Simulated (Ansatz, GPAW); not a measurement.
# Work function of a 11-layer slab of Rh(110) at several levels

How far do functional and basis move the work function of a 11-layer slab of Rh(110)?

Method: Ansatz plane waves; slab in vacuum with a dipole correction, relaxation, in the first sound run; inputs show where later runs differ, in GPAW 26.7.0 and Ansatz 0.2.0.

**1. Starting point**

The cell holds 11 atoms: 11 Rh. Cell: a = 3.800 Å, b = 2.687 Å, c = 31.435 Å, α = 90.0°, β = 90.0°, γ = 90.0°. Vacuum lies along c.

Coordinates:

```cif
data_structure
_symmetry_space_group_name_H-M 'P 1'
_symmetry_Int_Tables_number 1
_cell_length_a 3.8000
_cell_length_b 2.6870
_cell_length_c 31.4350
_cell_angle_alpha 90.000
_cell_angle_beta 90.000
_cell_angle_gamma 90.000
_cell_volume 320.97
loop_
_atom_site_label
_atom_site_type_symbol
_atom_site_fract_x
_atom_site_fract_y
_atom_site_fract_z
_atom_site_occupancy
Rh1 Rh 0.00000 0.00000 0.28630 1
Rh2 Rh 0.50000 0.50000 0.32904 1
Rh3 Rh 0.00000 0.00000 0.37178 1
Rh4 Rh 0.50000 0.50000 0.41452 1
Rh5 Rh 0.00000 0.00000 0.45726 1
Rh6 Rh 0.50000 0.50000 0.50000 1
Rh7 Rh 0.00000 0.00000 0.54274 1
Rh8 Rh 0.50000 0.50000 0.58548 1
Rh9 Rh 0.00000 0.00000 0.62822 1
Rh10 Rh 0.50000 0.50000 0.67096 1
Rh11 Rh 0.00000 0.00000 0.71370 1
```

**2. Relaxation**

The atoms are relaxed first, since the surface dipole, and with it the work function, follows the positions of the outer layers. The lowest 5 atoms are held at bulk positions and keep their forces.

The input, input.yaml:

```yaml
crystal:
  lattice:
    - [3.8, 0.0, 0.0]
    - [0.0, 2.6870057685, 0.0]
    - [0.0, 0.0, 31.4350288425]
  atoms:
    - { symbol: Rh, position: [0.0, 0.0, 0.2863048113] }
    - { symbol: Rh, position: [0.5, 0.5, 0.329043849] }
    - { symbol: Rh, position: [0.0, 0.0, 0.3717828868] }
    - { symbol: Rh, position: [0.5, 0.5, 0.4145219245] }
    - { symbol: Rh, position: [0.0, 0.0, 0.4572609623] }
    - { symbol: Rh, position: [0.5, 0.5, 0.5] }
    - { symbol: Rh, position: [0.0, 0.0, 0.5427390377] }
    - { symbol: Rh, position: [0.5, 0.5, 0.5854780755] }
    - { symbol: Rh, position: [0.0, 0.0, 0.6282171132] }
    - { symbol: Rh, position: [0.5, 0.5, 0.670956151] }
    - { symbol: Rh, position: [0.0, 0.0, 0.7136951887] }
kpoints:
  mp_grid: { grid: [8, 12, 1] }
hamiltonian:
  xc: pbe
scf:
  occupations: { method: fermi_dirac, width: 0.1 }
efield:
  axis: 3
  dipole_correction: true
  ramp_width: 0.05
relax:
  f_tol: 0.02
  max_steps: 60
  constraints: [{ sites: [0, 1, 2, 3, 4] }]
output:
  write_potential: true
  write_density: true
  volumetric_format: npy
```

On the command line:

```sh
> ansatz run input.yaml --threads 4 --pin off --max-ram 8192MiB --backend cpu --events-out ev --progress --plain --runs-dir out
```

Numbers of over 12 decimals in the logs are rounded to 6 here.

The log of the run:

```text
Engine: ansatz 0.2.0, aarch64-unknown-linux-gnu
Pseudopotentials: kind: paw
Pseudopotential: Rh, paw, valence charge 17, recommended cutoff 420 eV (normal), Rh.paw.azcp
Functional definition: PBE
  parameter kappa = 0.804
  parameter beta = 0.066725
  exchange = pbe_x(kappa = kappa, mu = beta*pi^2/3)
  correlation = pbe_c(beta = beta)
Crystal: 11 atoms, lattice volume = 320.971 Å³
Basis set: ecut = 420 eV, 6325 PW (Γ), exchange–correlation on 54×36×432 points (8 copies of the dense FFT grid, shifted against one another)
Bands: 113, of which v1, the nominal top of the filled ones, is band 94 counted from 1 (93 counted from 0)
Symmetry: 4 space group operations
k-points: 35 of 96
Non-local potential: Rh, projectors of the file, l = 0: 3, l = 1: 2, l = 2: 2, l = 3: 1
PAW form: soft (Blöchl's): semilocal exchange-correlation on the pseudo side does not see the compensation charge
PAW one-centre angular grid: Rh, 590 points (default); XC on 64 Gauss nodes
Initial density: superposition of atomic densities (neutral atoms: chi_scale 0, normalization atom), corrected by the library's trained network
Initial wavefunctions: pseudopotential atomic-orbital guess
Functional: x = pbe(κ = 0.804, μ = 0.219515), c = pbe(β = 0.066725)
SCF iter   1: F=—  HF=-70428.846197 eV  |F-HF|=—  |Δ(HF+E_count)|=         —  Δρ=8.15e-3  dr2=2.46e0  ethr=1.77e-3  p=0.000 e·Å  D=9.96e-14 V/Å  ΔV_dip=-0.00 eV  dr2_dipole=3.67e-8  V_vac-E_F(+/−)=4.38/4.38 eV  ⟨swp⟩=7.8  Hψ=17183  notcnv=0  defer=29
efield: sawtooth ramp at fractional position 0.9750 (placed from the atoms, in the widest stretch of the axis that holds none; the zero of the levels goes with the place), width 0.0500; the density the first Hamiltonian is built on has a dipole p = 0.000 e·Å; the dipole correction subtracts the counter field D = 9.96e-14 V/Å, which shifts the + side's vacuum level by -0.00 eV against the − side's; the planar-averaged density in the ramp window peaks in size at 1.5e-5 e/Å³
preconditioner: auto → LDOS  [metal: Δε(μ)=0.004 eV  Ē_g=5.685 eV  σ=0.100 eV  W_gap=0.01  n_scr=80 (ndim 8)  ℏωp=20.6 eV  f_vac=0.486  D(μ)=16.76/eV (n_scr^D=162)  β→1.0]
SCF iter   2: F=—  HF=-70428.831754 eV  |F-HF|=—  |Δ(HF+E_count)|=   1.44e-2  Δρ=2.65e-3  dr2=2.67e-2  ethr=1.32e-3  p=0.000 e·Å  D=2.80e-6 V/Å  ΔV_dip=-0.00 eV  dr2_dipole=6.47e-9  V_vac-E_F(+/−)=4.62/4.62 eV  ⟨swp⟩=2.1  Hψ=4682  notcnv=0  defer=61
SCF iter   3: F=—  HF=-70428.831419 eV  |F-HF|=—  |Δ(HF+E_count)|=   3.35e-4  Δρ=1.51e-3  dr2=6.93e-3  ethr=1.43e-5  p=0.000 e·Å  D=1.40e-6 V/Å  ΔV_dip=-0.00 eV  dr2_dipole=1.26e-7  V_vac-E_F(+/−)=4.59/4.59 eV  ⟨swp⟩=3.5  Hψ=8932  notcnv=0  defer=63
SCF iter   4: F=—  HF=-70428.829668 eV  |F-HF|=—  |Δ(HF+E_count)|=   1.75e-3  Δρ=2.41e-4  dr2=2.98e-4  ethr=3.71e-6  p=0.000 e·Å  D=1.04e-6 V/Å  ΔV_dip=-0.00 eV  dr2_dipole=6.31e-9  V_vac-E_F(+/−)=4.61/4.61 eV  ⟨swp⟩=2.3  Hψ=6150  notcnv=0  defer=63
SCF iter   5: F=—  HF=-70428.829689 eV  |F-HF|=—  |Δ(HF+E_count)|=   2.08e-5  Δρ=8.48e-5  dr2=3.92e-5  ethr=1.59e-7  p=0.000 e·Å  D=7.42e-7 V/Å  ΔV_dip=-0.00 eV  dr2_dipole=1.69e-9  V_vac-E_F(+/−)=4.61/4.61 eV  ⟨swp⟩=2.5  Hψ=6776  notcnv=0  defer=63
SCF iter   6: F=-70428.829706 eV  HF=-70428.829706 eV  |F-HF|=5.58e-7  |Δ(HF+E_count)|=   1.75e-5  Δρ=2.87e-5  dr2=3.63e-6  ethr=5.35e-9  p=0.000 e·Å  D=4.22e-7 V/Å  ΔV_dip=-0.00 eV  dr2_dipole=3.29e-10  V_vac-E_F(+/−)=4.61/4.61 eV  ⟨swp⟩=12.8  Hψ=35991  notcnv=0
SCF 1 converged in 6 iterations: F = -70428.829706 eV  dr2 = 3.63e-6
  greatest PAW one-centre occupation: 1.000 electrons in one spin orbital (limit 2), on the Rh atom at site 5 (counted from 0), in its partial waves of l = 0
relax step   1: F+E_penalty+E_count = -70428.82970559 eV  Δ(F+E_penalty+E_count) = +0.000e0 eV  max|allowed force component| = 7.468e-1 eV/Å  Δτ_max = 0.0000 Å  (6 SCF iters, dr2 threshold 1.00e-5 eV, accepted)
Initial density: handed on by an earlier stage of this run
Initial wavefunctions: those handed on with the density
iter 1 solved again at ethr=9.62e-5 eV; its pass at ethr=3.10e-3 eV (dr2=1.80e-1 eV) is discarded
SCF iter   1: F=—  HF=-70428.912151 eV  |F-HF|=—  |Δ(HF+E_count)|=         —  Δρ=1.05e-2  dr2=1.76e-1  ethr=9.62e-5  p=0.000 e·Å  D=4.69e-7 V/Å  ΔV_dip=-0.00 eV  dr2_dipole=7.63e-3  V_vac-E_F(+/−)=4.60/4.60 eV  ⟨swp⟩=1.9  Hψ=15088  notcnv=0  defer=76
efield: sawtooth ramp at fractional position 0.9750 (handed on by an earlier solve), width 0.0500; the density the first Hamiltonian is built on has a dipole p = 0.000 e·Å; the dipole correction subtracts the counter field D = 4.69e-7 V/Å, which shifts the + side's vacuum level by -0.00 eV against the − side's; the planar-averaged density in the ramp window peaks in size at 2.1e-6 e/Å³
preconditioner: auto → LDOS  [metal: Δε(μ)=0.010 eV  Ē_g=5.693 eV  σ=0.100 eV  W_gap=0.02  n_scr=80 (ndim 8)  ℏωp=20.6 eV  f_vac=0.485  D(μ)=16.98/eV (n_scr^D=170)  β→1.0]
SCF iter   2: F=—  HF=-70428.904113 eV  |F-HF|=—  |Δ(HF+E_count)|=   8.04e-3  Δρ=5.72e-3  dr2=9.26e-2  ethr=9.41e-5  p=0.003 e·Å  D=1.82e-3 V/Å  ΔV_dip=-0.06 eV  dr2_dipole=8.58e-3  V_vac-E_F(+/−)=4.56/4.61 eV  ⟨swp⟩=2.3  Hψ=7430  notcnv=0  defer=76
SCF iter   3: F=—  HF=-70428.883526 eV  |F-HF|=—  |Δ(HF+E_count)|=   2.06e-2  Δρ=1.08e-3  dr2=3.90e-3  ethr=4.95e-5  p=0.002 e·Å  D=1.29e-3 V/Å  ΔV_dip=-0.04 eV  dr2_dipole=2.05e-4  V_vac-E_F(+/−)=4.57/4.61 eV  ⟨swp⟩=2.3  Hψ=7148  notcnv=0  defer=76
SCF iter   4: F=—  HF=-70428.882581 eV  |F-HF|=—  |Δ(HF+E_count)|=   9.45e-4  Δρ=3.73e-4  dr2=1.05e-3  ethr=2.08e-6  p=0.003 e·Å  D=1.69e-3 V/Å  ΔV_dip=-0.05 eV  dr2_dipole=3.05e-5  V_vac-E_F(+/−)=4.56/4.61 eV  ⟨swp⟩=3.0  Hψ=7997  notcnv=0  defer=78
SCF iter   5: F=—  HF=-70428.882459 eV  |F-HF|=—  |Δ(HF+E_count)|=   1.22e-4  Δρ=1.62e-4  dr2=1.30e-4  ethr=5.61e-7  p=0.003 e·Å  D=1.80e-3 V/Å  ΔV_dip=-0.06 eV  dr2_dipole=5.17e-6  V_vac-E_F(+/−)=4.56/4.61 eV  ⟨swp⟩=2.3  Hψ=5466  notcnv=0  defer=79
SCF iter   6: F=-70428.882438 eV  HF=-70428.882446 eV  |F-HF|=8.18e-6  |Δ(HF+E_count)|=   1.31e-5  Δρ=4.56e-5  dr2=1.33e-5  ethr=1.86e-8  p=0.003 e·Å  D=1.86e-3 V/Å  ΔV_dip=-0.06 eV  dr2_dipole=1.84e-6  V_vac-E_F(+/−)=4.56/4.61 eV  ⟨swp⟩=12.0  Hψ=39607  notcnv=0
SCF 2 converged in 6 iterations: F = -70428.882438 eV  dr2 = 1.33e-5
  greatest PAW one-centre occupation: 1.000 electrons in one spin orbital (limit 2), on the Rh atom at site 2 (counted from 0), in its partial waves of l = 0
[...]
SCF iter   3: F=—  HF=-70428.891578 eV  |F-HF|=—  |Δ(HF+E_count)|=   1.43e-3  Δρ=4.36e-4  dr2=7.45e-4  ethr=3.09e-6  p=0.003 e·Å  D=1.45e-3 V/Å  ΔV_dip=-0.05 eV  dr2_dipole=4.84e-5  V_vac-E_F(+/−)=4.57/4.61 eV  ⟨swp⟩=2.9  Hψ=7338  notcnv=0  defer=79
SCF iter   4: F=—  HF=-70428.891435 eV  |F-HF|=—  |Δ(HF+E_count)|=   1.43e-4  Δρ=8.23e-5  dr2=4.27e-5  ethr=3.99e-7  p=0.002 e·Å  D=1.33e-3 V/Å  ΔV_dip=-0.04 eV  dr2_dipole=2.51e-6  V_vac-E_F(+/−)=4.57/4.61 eV  ⟨swp⟩=2.9  Hψ=6790  notcnv=0  defer=79
SCF iter   5: F=-70428.891431 eV  HF=-70428.891434 eV  |F-HF|=3.37e-6  |Δ(HF+E_count)|=   1.04e-6  Δρ=3.20e-5  dr2=6.32e-6  ethr=3.94e-9  p=0.002 e·Å  D=1.29e-3 V/Å  ΔV_dip=-0.04 eV  dr2_dipole=8.47e-8  V_vac-E_F(+/−)=4.57/4.61 eV  ⟨swp⟩=12.6  Hψ=39755  notcnv=0
SCF 3 converged in 5 iterations: F = -70428.891431 eV  dr2 = 6.32e-6
  Residual-converged pass: ⟨swp⟩=1.0  Hψ=4095  notcnv=0  max |occ|·‖R‖ = 7.1e-9 eV (tolerance 1.0e-8 eV)  dr2=6.32e-6  dr2_onsite=2.57e-7  max |Δocc| = 4.3e-11
relax step   3: F+E_penalty+E_count = -70428.89143054 eV  Δ(F+E_penalty+E_count) = -8.993e-3 eV  max|allowed force component| = 5.109e-2 eV/Å  Δτ_max = 0.0364 Å  (5 SCF iters, dr2 threshold 7.37e-6 eV, accepted)
SCF iter   1: F=—  HF=-70428.891765 eV  |F-HF|=—  |Δ(HF+E_count)|=         —  Δρ=3.05e-4  dr2=7.31e-4  ethr=9.39e-7  p=0.002 e·Å  D=1.29e-3 V/Å  ΔV_dip=-0.04 eV  dr2_dipole=4.32e-4  V_vac-E_F(+/−)=4.57/4.61 eV  ⟨swp⟩=2.5  Hψ=7115  notcnv=0  defer=79
efield: sawtooth ramp at fractional position 0.9750 (handed on by an earlier solve), width 0.0500; the density the first Hamiltonian is built on has a dipole p = 0.002 e·Å; the dipole correction subtracts the counter field D = 1.29e-3 V/Å, which shifts the + side's vacuum level by -0.04 eV against the − side's; the planar-averaged density in the ramp window peaks in size at 8.7e-7 e/Å³
preconditioner: auto → LDOS  [metal: Δε(μ)=0.015 eV  Ē_g=5.698 eV  σ=0.100 eV  W_gap=0.04  n_scr=80 (ndim 8)  ℏωp=20.6 eV  f_vac=0.486  D(μ)=17.11/eV (n_scr^D=178)  β→1.0]
SCF iter   2: F=—  HF=-70428.891752 eV  |F-HF|=—  |Δ(HF+E_count)|=   1.27e-5  Δρ=1.32e-4  dr2=6.53e-5  ethr=3.91e-7  p=0.002 e·Å  D=1.04e-3 V/Å  ΔV_dip=-0.03 eV  dr2_dipole=1.21e-5  V_vac-E_F(+/−)=4.58/4.61 eV  ⟨swp⟩=1.3  Hψ=4571  notcnv=0  defer=79
SCF iter   3: F=—  HF=-70428.891586 eV  |F-HF|=—  |Δ(HF+E_count)|=   1.66e-4  Δρ=8.66e-5  dr2=8.47e-5  ethr=3.49e-8  p=0.002 e·Å  D=1.08e-3 V/Å  ΔV_dip=-0.03 eV  dr2_dipole=2.80e-5  V_vac-E_F(+/−)=4.58/4.61 eV  ⟨swp⟩=3.0  Hψ=7345  notcnv=0  defer=79
SCF iter   4: F=—  HF=-70428.891582 eV  |F-HF|=—  |Δ(HF+E_count)|=   4.91e-6  Δρ=1.60e-5  dr2=1.57e-6  ethr=3.49e-8  p=0.002 e·Å  D=1.05e-3 V/Å  ΔV_dip=-0.03 eV  dr2_dipole=5.55e-8  V_vac-E_F(+/−)=4.58/4.61 eV  ⟨swp⟩=2.0  Hψ=5483  notcnv=0  defer=79
SCF iter   5: F=—  HF=-70428.891582 eV  |F-HF|=—  |Δ(HF+E_count)|=   1.43e-7  Δρ=6.93e-6  dr2=4.15e-7  ethr=8.41e-10  p=0.002 e·Å  D=1.04e-3 V/Å  ΔV_dip=-0.03 eV  dr2_dipole=2.68e-10  V_vac-E_F(+/−)=4.58/4.61 eV  ⟨swp⟩=3.0  Hψ=7046  notcnv=0  defer=79
SCF iter   6: F=-70428.891582 eV  HF=-70428.891582 eV  |F-HF|=3.06e-8  |Δ(HF+E_count)|=   2.87e-7  Δρ=2.40e-6  dr2=4.00e-8  ethr=5.35e-11  p=0.002 e·Å  D=1.03e-3 V/Å  ΔV_dip=-0.03 eV  dr2_dipole=1.53e-9  V_vac-E_F(+/−)=4.58/4.61 eV  ⟨swp⟩=9.5  Hψ=31198  notcnv=0
SCF 4 converged in 6 iterations: F = -70428.891582 eV  dr2 = 4.00e-8
  greatest PAW one-centre occupation: 1.000 electrons in one spin orbital (limit 2), on the Rh atom at site 3 (counted from 0), in its partial waves of l = 0
relax step   4: F+E_penalty+E_count = -70428.89158205 eV  Δ(F+E_penalty+E_count) = -1.515e-4 eV  max|allowed force component| = 4.892e-3 eV/Å  Δτ_max = 0.0032 Å  (6 SCF iters, accepted)
NSCF: frozen V_eff on 35 k-points
the band table was solved once a step of the walk had ended and its energy, with any forces and stress, was formed, with the checks that follow a solve (20905 applications of the Hamiltonian). They found nothing against the state; the energy, forces and stress were not computed again (output.eigenvalues in the input reference)
WARN: The output density's exchange-correlation potential varies sharply where the density is thin. Do not read a vacuum level from v_tot or v_xc, or from such a field of the output density. On a cell that repeats whose density bears no net charge and no dipole along the vacuum's axis use v_es (v_loc + v_h of the components); under efield.dipole_correction with no amplitude use v_es + v_field, which holds any externa [...]
SCF converged after 6 iterations
Free energy (F): -70428.891582 eV
Harris-Foulkes:  -70428.891582 eV  (|F-HF|=3.06e-8)
Internal energy: -70428.321721 eV  (E = F + TS)
E sigma→0 (E₀):  -70428.606652 eV
Entropy (-TS):   -0.569861 eV (-51.806 meV/atom)
Fermi energy:    8.112467 eV
Dipole field:    D = 0.001074 V/Å  (p = 0.001904 e·Å, saw-weighted, corrected)
Work function:   Φ+ = 4.5788 eV   Φ− = 4.6126 eV
Levels:          The Fermi level and band energies are counted from a zero that moves with the ramp; work functions are not
--- Per-component energies (eV) ---
  E_band       = -3572.515222
  E_kinetic    = 6301.280220
  E_local      = -469123.007170  (includes V_loc(G=0)·N_el)
  E_nonlocal   = 3906.896881
  E_hartree    = 230692.558950
  E_xc         = -2435.920608
  E_vxc        = -3057.297987  (∫ρ·V_xc dr)
  E_paw        = -39458.257065  (= ΣΔE_a)
  E_vpaw       = -2985.537791  (= ΣTr[D̂ρ^β])
  E_aug_tail   = 0.009435  (compensation charges beyond the density's cutoff)
  E_efield     = 0.000001  (sawtooth field / dipole correction)
  E_vefield    = -0.006278  (∫n·V_field dr)
  E_ewald      = 199688.117635
  E_smearing   = -0.569861  (= −TS)
  E_closure    = -0.000000  (closes the sum)
  Σ components = -70428.891582   (vs F -70428.891582, Δ=0.00e0)
--- Forces (eV/Å), atoms counted from 1 ---
  atom   1  Rh     0.00000000     0.00000000     0.71445881
  atom   2  Rh     0.00000000     0.00000000    -0.74590573
  atom   3  Rh     0.00000000     0.00000000    -0.36887225
  atom   4  Rh     0.00000000     0.00000000     0.38950815
  atom   5  Rh     0.00000000     0.00000000     0.01205427
  atom   6  Rh     0.00000000     0.00000000     0.00482002
  atom   7  Rh     0.00000000     0.00000000    -0.00489159
  atom   8  Rh     0.00000000     0.00000000     0.00022732
  atom   9  Rh     0.00000000     0.00000000     0.00082164
  atom  10  Rh     0.00000000     0.00000000    -0.00045514
  atom  11  Rh     0.00000000     0.00000000    -0.00172742
  max |Σ_I F_I| component: 3.81e-5 eV/Å
--- Band table (eV; the first three rows and the last of 35) ---
  k-point 0: bands = [... 90 lower, 7.3608, 7.4302, 7.7515, 7.7617, 7.7852, 7.8797, 8.3187, 8.3307, ... 15 higher]
  k-point 1: bands = [... 90 lower, 7.3940, 7.4391, 7.5447, 7.6566, 7.9395, 7.9950, 8.1602, 8.2915, ... 15 higher]
  k-point 2: bands = [... 90 lower, 7.4582, 7.5681, 7.5894, 7.6424, 7.8580, 7.9280, 7.9694, 8.1436, ... 15 higher]
  k-point 34: bands = [... 90 lower, 8.6048, 8.6089, 8.7024, 8.7037, 8.7240, 8.7330, 8.7512, 8.9424, ... 15 higher]
--- Relaxed structure (4 steps of the walk, 4 accepted, 0 SCFs on fresh bases) ---
  F+E_penalty+E_count = -70428.89158205 eV   max|allowed force component| = 4.892e-3 eV/Å
  atoms:
    - { symbol: Rh, position: [0.0, 0.0, 0.2863048113] }
    - { symbol: Rh, position: [0.5, 0.5, 0.329043849] }
    - { symbol: Rh, position: [0.0, 0.0, 0.3717828868] }
    - { symbol: Rh, position: [0.5, 0.5, 0.4145219245] }
    - { symbol: Rh, position: [0.0, 0.0, 0.4572609623] }
    - { symbol: Rh, position: [0.5, 0.5, 0.500823] }
    - { symbol: Rh, position: [0.0, 0.0, 0.544677] }
    - { symbol: Rh, position: [0.5, 0.5, 0.586834] }
    - { symbol: Rh, position: [0.0, 0.0, 0.630685] }
    - { symbol: Rh, position: [0.5, 0.5, 0.675053] }
    - { symbol: Rh, position: [0.0, 0.0, 0.713962] }
```

Wall time 4.1 min (4 threads of Arm Neoverse N1, shared host); peak memory 1.5 GiB; 16 min of CPU time.

The steps of the relaxation:

| step | energy less that of the first step (eV) | largest force component (eV/Å) |
| --- | --- | --- |
| 1 | 0.0000 | 0.7468 |
| 2 | -0.0527 | 0.3433 |
| 3 | -0.0617 | 0.0511 |
| 4 | -0.0619 | 0.0049 |

Forces are held to the 4 operations that the run works with; a distortion that breaks them can't arise in this run.

The atoms that moved most (Å):

| atom | dx | dy | dz | length |
| --- | --- | --- | --- | --- |
| Rh10 | 0.000 | 0.000 | 0.129 | 0.129 |
| Rh9 | 0.000 | 0.000 | 0.078 | 0.078 |
| Rh7 | 0.000 | 0.000 | 0.061 | 0.061 |
| Rh8 | 0.000 | 0.000 | 0.043 | 0.043 |
| Rh6 | 0.000 | 0.000 | 0.026 | 0.026 |
| Rh11 | 0.000 | 0.000 | 0.008 | 0.008 |

Final coordinates:

```
Rh
1.0
     3.80000    0.00000    0.00000
     0.00000    2.68701    0.00000
     0.00000    0.00000   31.43503
Rh
11
Direct
  0.00000 0.00000 0.28630
  0.50000 0.50000 0.32904
  0.00000 0.00000 0.37178
  0.50000 0.50000 0.41452
  0.00000 0.00000 0.45726
  0.50000 0.50000 0.50082
  0.00000 0.00000 0.54468
  0.50000 0.50000 0.58683
  0.00000 0.00000 0.63068
  0.50000 0.50000 0.67505
  0.00000 0.00000 0.71396
```

This step gave:

* free energy: -70428.8916 eV
* smearing term TS: 0.5699 eV
* symmetry operations: 4
* upper work function: 4.579 eV
* lower work function: 4.613 eV
* dipole along the normal: 0.001904 e·Å
* dipole field: 0.001074 V/Å
* vacuum level above: 12.69 eV
* vacuum level below: 12.73 eV

The electrostatic potential energy of an electron (with the applied field's), less the Fermi level, planar mean oscillates, so the rows of the table below give means over windows of 1.31 Å about each position, cut where the curve ends. Its maxima inside the range that stand out by 2 % of the span (Å: eV): 9.6: -10.3, 11.1: -10.7, 12.4: -10.7, 13.7: -10.7, 15.0: -10.2, 16.4: -9.90, 17.8: -11.1, 19.1: -10.1, 20.5: -9.53, 21.8: -13.1. Its minima: 9.0: -14.8, 10.3: -15.6, 11.6: -15.6, 13.1: -15.5, 14.4: -15.5, 15.7: -15.5, 17.2: -15.6, 18.5: -15.5, 19.8: -15.4, 21.2: -15.8, 22.4: -15.2.

Electrostatic potential energy of an electron (with the applied field's), less the Fermi level, planar mean against z; means over each step:

| z (Å) | electrostatic potential energy of an electron (with the applied field's), less the Fermi level, planar mean (eV) |
| --- | --- |
| 0.66 | 4.61 |
| 1.97 | 4.61 |
| 3.28 | 4.61 |
| 4.58 | 4.61 |
| 5.90 | 4.59 |
| 7.21 | 4.09 |
| 8.52 | -6.90 |
| 9.82 | -12.8 |
| 11.13 | -13.2 |
| 12.45 | -13.2 |
| 13.76 | -13.1 |
| 15.06 | -12.8 |
| 16.38 | -12.7 |
| 17.69 | -13.4 |
| 19.00 | -12.7 |
| 20.31 | -12.5 |
| 21.62 | -14.4 |
| 22.93 | -7.13 |
| 24.24 | 4.05 |
| 25.55 | 4.56 |
| 26.86 | 4.58 |
| 28.17 | 4.58 |
| 29.48 | 4.58 |
| 30.79 | 4.58 |

The valence density, planar mean oscillates, so the rows of the table below give means over windows of 2 Å about each position, cut where the curve ends. Its maxima inside the range that stand out by 2 % of the span (Å: e/Å³): 9.0: 1.58, 10.3: 1.64, 11.6: 1.63, 13.1: 1.62, 14.4: 1.63, 15.7: 1.63, 17.2: 1.63, 18.5: 1.63, 19.8: 1.62, 21.2: 1.65, 22.4: 1.60. Its minima: 9.6: 0.850, 11.1: 0.835, 12.4: 0.823, 13.7: 0.826, 15.0: 0.807, 16.4: 0.772, 17.8: 0.856, 19.1: 0.794, 20.5: 0.750, 21.8: 1.03.

Table of valence density, planar mean by z; means over each step:

| z (Å) | valence density, planar mean (e/Å³) |
| --- | --- |
| 4 | 9.4e-6 |
| 6 | 0.00141 |
| 8 | 0.421 |
| 10 | 1.24 |
| 12 | 1.23 |
| 14 | 1.25 |
| 16 | 1.18 |
| 18 | 1.29 |
| 20 | 1.14 |
| 22 | 1.32 |
| 24 | 0.0906 |
| 26 | 3.4e-4 |
| 28 | 2.2e-6 |

The relaxation lowered the energy of the cell by 0.0619 eV.

(Continued in part 2 of 3.)

[Logs are printed without paths, hosts, clocks, repeated set-up lines and the standing remarks that a program may print on its own settings, such as how far it seeks lower states.]

[Hosts, paths, dates, database ids (printed as entryN), source tags and the programs' standing remarks are cut or masked in the printed files.]
